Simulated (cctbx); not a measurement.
## Reading a Patterson map

Space group P-1 (no. 2), a = 7.8410 Å, b = 7.8570 Å, c = 7.9350 Å, α = 60.69°, β = 61.16°, γ = 60.33°, content Hg2 Lu3 Rh1 S8.

The data are simulated with cctbx, not measured: Cu Kα, λ = 1.54184 Å, to d = 0.8 Å, 50 % of the full sphere, strongest reflection 5000 counts, noise from counting, a 1.5 % proportional error and a noise floor of 2 counts (s.d.); no absorption.

Patterson synthesis from sharpened amplitudes, origin scaled to 1000:

```text
Patterson group P -1
      u       v       w   height  length (A)
  0.000   0.000   0.000   1000.0     0.00
  0.379   0.382   0.865    431.9     4.65
  0.130   0.615   0.628    392.6     4.66
  0.379   0.878   0.372    384.0     4.62
  0.246   0.231   0.262    361.6     4.73
  0.000   0.500   0.500    278.6     6.81
  0.500   0.000   0.500    276.5     6.79
  0.376   0.385   0.372    273.2     7.25
  0.500   0.500   0.000    269.0     6.79
  0.500   0.000   0.000    188.6     3.92
  0.000   0.000   0.500    183.6     3.97
  0.227   0.769   0.759    173.5     2.65
  0.000   0.500   0.000    172.8     3.93
  0.234   0.253   0.775    154.3     2.73
```

Q: Assign the vectors.

A peak at u stands for all pairs with xi − xj = u, with weight Σ ZiZj against Σ Z² = 31996 at the origin. Peak heights follow these weights only roughly, since form factors, motion and series ripples differ, all vectors within 0.55 Å of a peak are counted as merged into it though the farther ones add only part of their weight, and F(000) is left out, which lowers the whole map:

| u | v | w | shortest length (Å) | height | 1000 ΣZiZj/ΣZ² | pairs in the cell |
| --- | --- | --- | --- | --- | --- | --- |
| 0.379 | 0.382 | 0.865 | 4.61 | 432 | 435 | 2 × Hg–Lu, 2 × Hg–S |
| 0.130 | 0.615 | 0.628 | 4.59 | 393 | 435 | 2 × Hg–Lu, 2 × Hg–S |
| 0.379 | 0.878 | 0.372 | 4.62 | 384 | 435 | 2 × Hg–Lu, 2 × Hg–S |
| 0.246 | 0.231 | 0.262 | 4.73 | 362 | 458 | 6 × Lu–S, 1 × Hg–Hg, 2 × Rh–S |
| 0.000 | 0.500 | 0.500 | 3.99 | 279 | 379 | 2 × Lu–Lu, 8 × S–S |
| 0.500 | 0.000 | 0.500 | 4.01 | 276 | 379 | 2 × Lu–Lu, 8 × S–S |
| 0.376 | 0.385 | 0.372 | 4.59 | 273 | 305 | 2 × Hg–Rh, 2 × Hg–S |
| 0.500 | 0.500 | 0.000 | 3.94 | 269 | 379 | 2 × Lu–Lu, 8 × S–S |
| 0.500 | 0.000 | 0.000 | 3.92 | 189 | 264 | 2 × Lu–Rh, 8 × S–S |
| 0.000 | 0.000 | 0.500 | 3.97 | 184 | 264 | 2 × Lu–Rh, 8 × S–S |

The table stops at ten peaks or at a height of 45, below which ripples compete. In the model behind the data Hg, the heaviest element, has 1 independent site: (0.8756, 0.8843, 0.3649), up to an allowed shift of origin; the Hg–Hg vectors are differences of these positions and their symmetry mates. Elements of similar Z can't be told apart from the map alone. The whole model:

```csv
atom,mult.,x,y,z,Ueq (Å²)
Hg1,2,0.8756,0.8843,0.3649,0.0036
Lu1,1,1/2,0,0,0.0040
Lu2,1,0,1/2,0,0.0033
Lu3,1,1/2,1/2,1/2,0.0038
Rh1,1,1/2,1/2,0,0.0040
S1,2,0.7212,0.2737,0.7673,0.0057
S2,2,0.7348,0.7301,0.7794,0.0074
S3,2,0.2683,0.7355,0.7648,0.0057
S4,2,0.2536,0.2648,0.7534,0.0058
```

This is a model crystal, built by substitution and not relaxed, with assumed displacement parameters.

[Logs are printed without paths, hosts, clocks, repeated set-up lines and the standing remarks that a program may print on its own settings, such as how far it seeks lower states.]
